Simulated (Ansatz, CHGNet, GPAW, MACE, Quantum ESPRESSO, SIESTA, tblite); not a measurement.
# Amorphous Hg20Zn15S35 (70 atoms): other programs against plane waves

One geometry of amorphous Hg20Zn15S35 (70 atoms) is solved by several programs and methods. How far do their forces lie from a plane-wave PBE run?

Results are calculated, not measured.

### 1. The cell

The cell holds 70 atoms (20 Hg, 15 Zn and 35 S), with edges of 11.82, 11.82 and 11.82 Å. Recipe: 70 atoms (20 Hg, 15 Zn, 35 S) placed at random at 6.14 g/cm³, melted at 2500 K for 10 ps at fixed volume with the Stillinger-Weber II-VI potential (Zhou et al., Phys. Rev. B 88, 085309 (2013)). Quenched from 2500 K to 700 K at 500 K/ps and fixed volume, held 5 ps, then minimised at fixed cell. Then every atom was moved at random, 0.03 Å r.m.s. a Cartesian component. The density is 6.14 g/cm³.

### 2. The reference input

Quantum ESPRESSO 7.5: Kohn-Sham DFT, PBE, SSSP efficiency 1.3.0 pseudopotentials, plane waves. Its input, pw.in:

```
&control
  calculation = 'scf'
  pseudo_dir = './pseudo'
  outdir = './tmp'
  disk_io = 'none'
  tprnfor = .true.
  tstress = .true.
/
&system
  ibrav = 0
  nat = 70
  ntyp = 3
  ecutwfc = 45
  ecutrho = 360
  nosym = .true.
  occupations = 'smearing'
  smearing = 'fd'
  degauss = 0.003675
/
&electrons
  conv_thr = 3.5e-07
  electron_maxstep = 100
  mixing_beta = 0.4
  mixing_mode = 'plain'
  diagonalization = 'david'
/
ATOMIC_SPECIES
Hg 200.592 Hg.upf
Zn 65.380 Zn.upf
S 32.060 S.upf
CELL_PARAMETERS angstrom
11.82420 0.00000 0.00000
0.00000 11.82420 0.00000
0.00000 0.00000 11.82420
ATOMIC_POSITIONS crystal
Hg 0.75200 0.33141 0.20308
Hg 0.23239 0.71439 0.24719
Hg 0.01546 0.10197 0.71174
Hg 0.08300 0.04846 0.43199
[... 64 atom lines left out ...]
S 0.69384 0.76460 0.81321
S 0.54028 0.07227 0.64963
K_POINTS gamma
```

```console
$ OMP_NUM_THREADS=1 mpirun -np 4 pw.x -in pw.in > output.txt
```

It took 8.8 min on 4 MPI ranks of Arm Neoverse V1, shared host; peak memory 4.5 GiB; 35 min of CPU time.

It converged with an r.m.s. force component of 0.41 eV/Å and a pressure of -2.4 GPa.

### 3. What was run beside it

- CHGNet: machine-learned potential, published weights.
- GPAW 26.7.0: PAW with atomic orbitals (LCAO), plane waves or a real-space grid of spacing h.
- MACE: machine-learned potential, published weights.
- SIESTA 5.4.2: numerical atomic orbitals, whose automatically made sets are far from complete, with PseudoDojo norm-conserving potentials that we converted to its format (checked against plane waves on the same files for H, C, O, Si, Ge and Ca alone); labels give functional, basis size, energy shift and mesh cutoff.
- tblite 0.8.0: extended tight binding, driven from Python.

All use the same cell and atoms, and the electronic-structure runs the same k-mesh.

### 4. Side by side

Differences are against the reference: forces as r.m.s. over components, share as that over the reference's r.m.s. force, slope as the fitted ratio of a run's forces to the reference's.

```
                                                 run  Δ force, r.m.s. (meV/Å)  share (%)  slope  Δ pressure (GPa)  cores  CPU time  memory (GiB)
                                           reference                        -          -      -                 -      4    35 min           4.5
                              CHGNet 0.3.0 potential                      253       62.1  0.750             0.314      1     3.8 s          0.67
                             CHGNet r2SCAN potential                      277       67.8  0.661            -0.546      1     3.8 s          0.67
                        GPAW PBE, LCAO dzp, h 0.15 Å                     58.4       14.3  1.003                 -      1    13 min           4.1
                         GPAW PBE, LCAO dzp, h 0.2 Å                     59.4       14.6  0.999                 -      1   6.4 min           1.9
            GPAW PBE, LCAO sz(dzp), h 0.2 Å (coarse)                      220       53.9  0.927                 -      1   2.6 min           1.6
                         MACE MP-0b2 small potential                      150       36.9  0.991              1.31      1     6.4 s          0.72
SIESTA PBE, DZP, shift 0.01 Ry, mesh 100 Ry (coarse)                      203       49.9  1.064             -3.95      2      71 s          0.57
         SIESTA PBE, DZP, shift 0.01 Ry, mesh 500 Ry                      137       33.7  1.074             -4.13      2   5.4 min           1.7
SIESTA PBE, SZP, shift 0.01 Ry, mesh 500 Ry (coarse)                      971        238  1.496             -16.0      2   4.6 min           1.5
                                     tblite GFN1-xTB                      313       76.8  0.832            0.0291      1     4.2 s          0.14
```

Rows marked coarse use a setting chosen to be so.

Times of the machine-learned potentials are mostly Python's start and the loading of weights.

CPU time is summed over cores on shared hosts, so it is rough.

### 5. Findings

Forces lie from 14 % (GPAW PBE, LCAO dzp, h 0.15 Å) to 238 % (SIESTA PBE, SZP, shift 0.01 Ry, mesh 500 Ry, coarse) of the reference's r.m.s. force of 0.41 eV/Å away from it. The PBE runs in local orbitals, coarse settings apart, differ by 14 % (GPAW PBE, LCAO dzp, h 0.15 Å) to 34 % (SIESTA PBE, DZP, shift 0.01 Ry, mesh 500 Ry); basis, grid and potentials can all enter. Tight binding differs by 77 % (tblite GFN1-xTB); it is another model, with fitted parameters of its own, and the xTB methods hold dispersion. Machine-learned potentials differ by 37 % (MACE MP-0b2 small potential) to 68 % (CHGNet r2SCAN potential); they were trained on other programs' data, some at another functional. Among those trained on PBE data the slope goes as low as 0.75, with a correlation of 0.80, so directions differ as well as sizes.

Runs with settings chosen to be coarse differ by 50 % (SIESTA PBE, DZP, shift 0.01 Ry, mesh 100 Ry) to 238 % (SIESTA PBE, SZP, shift 0.01 Ry, mesh 500 Ry), their programs' other errors included. From GPAW PBE, LCAO dzp, h 0.2 Å to the finer GPAW PBE, LCAO dzp, h 0.15 Å the share goes from 14.6 to 14.3 %, so the grid isn't what parts these runs from the reference. From SIESTA PBE, DZP, shift 0.01 Ry, mesh 100 Ry to the finer SIESTA PBE, DZP, shift 0.01 Ry, mesh 500 Ry the share falls from 50 to 34 %. Pressures at PBE, coarse settings apart, lie -4.13 GPa from the reference's.

Caveats: Periodic xTB results under one method name differ between programs and library versions. The potentials hold different valence shells: 910 electrons in the reference, 750 in GPAW; this bears on time and differences. The reference's pressure holds the uncorrected Pulay stress of its 45 Ry basis, so small pressure differences, may be the reference's own error. Machine-learned potentials mimic data converged in k, so the reference's own k-point error enters their differences. The quench rate of 500 K/ps is many orders above laboratory rates, so the cell is likely richer in defects and strain than a real sample. The network of bonds at the start is that of the classical potential that made the cell, and needn't be the one that DFT or experiment would give. The electronic-structure runs sample only Γ, in a cell whose shortest periodic width is 12 Å, which is coarse for a cell with partly filled levels. Spin–orbit coupling is left out, which matters for the levels of the heavy elements. The reference's pressure of -2.4 GPa reflects the volume that the recipe set, positions that aren't this level's minimum and the basis. Where levels are smeared, the DFT runs use Fermi–Dirac occupations at 580 K (0.05 eV), and energies are free energies. The atoms were displaced at random, and shares hang on the size of the forces that this gives. The reference's cutoffs and mesh weren't converged further here.

[Long decimals in the printed logs are rounded to 6 places.]

[Logs are printed without paths, hosts, clocks, repeated set-up lines and the standing remarks that a program may print on its own settings, such as how far it seeks lower states.]

[Hosts, paths, dates, database ids (printed as entryN), source tags and the programs' standing remarks are cut or masked in the printed files.]

[Only finished runs are shown, without SIESTA runs on faulty potentials for Cu, Fe, Ni or Zn; cells were taken only where this reference lay near another plane-wave run.]
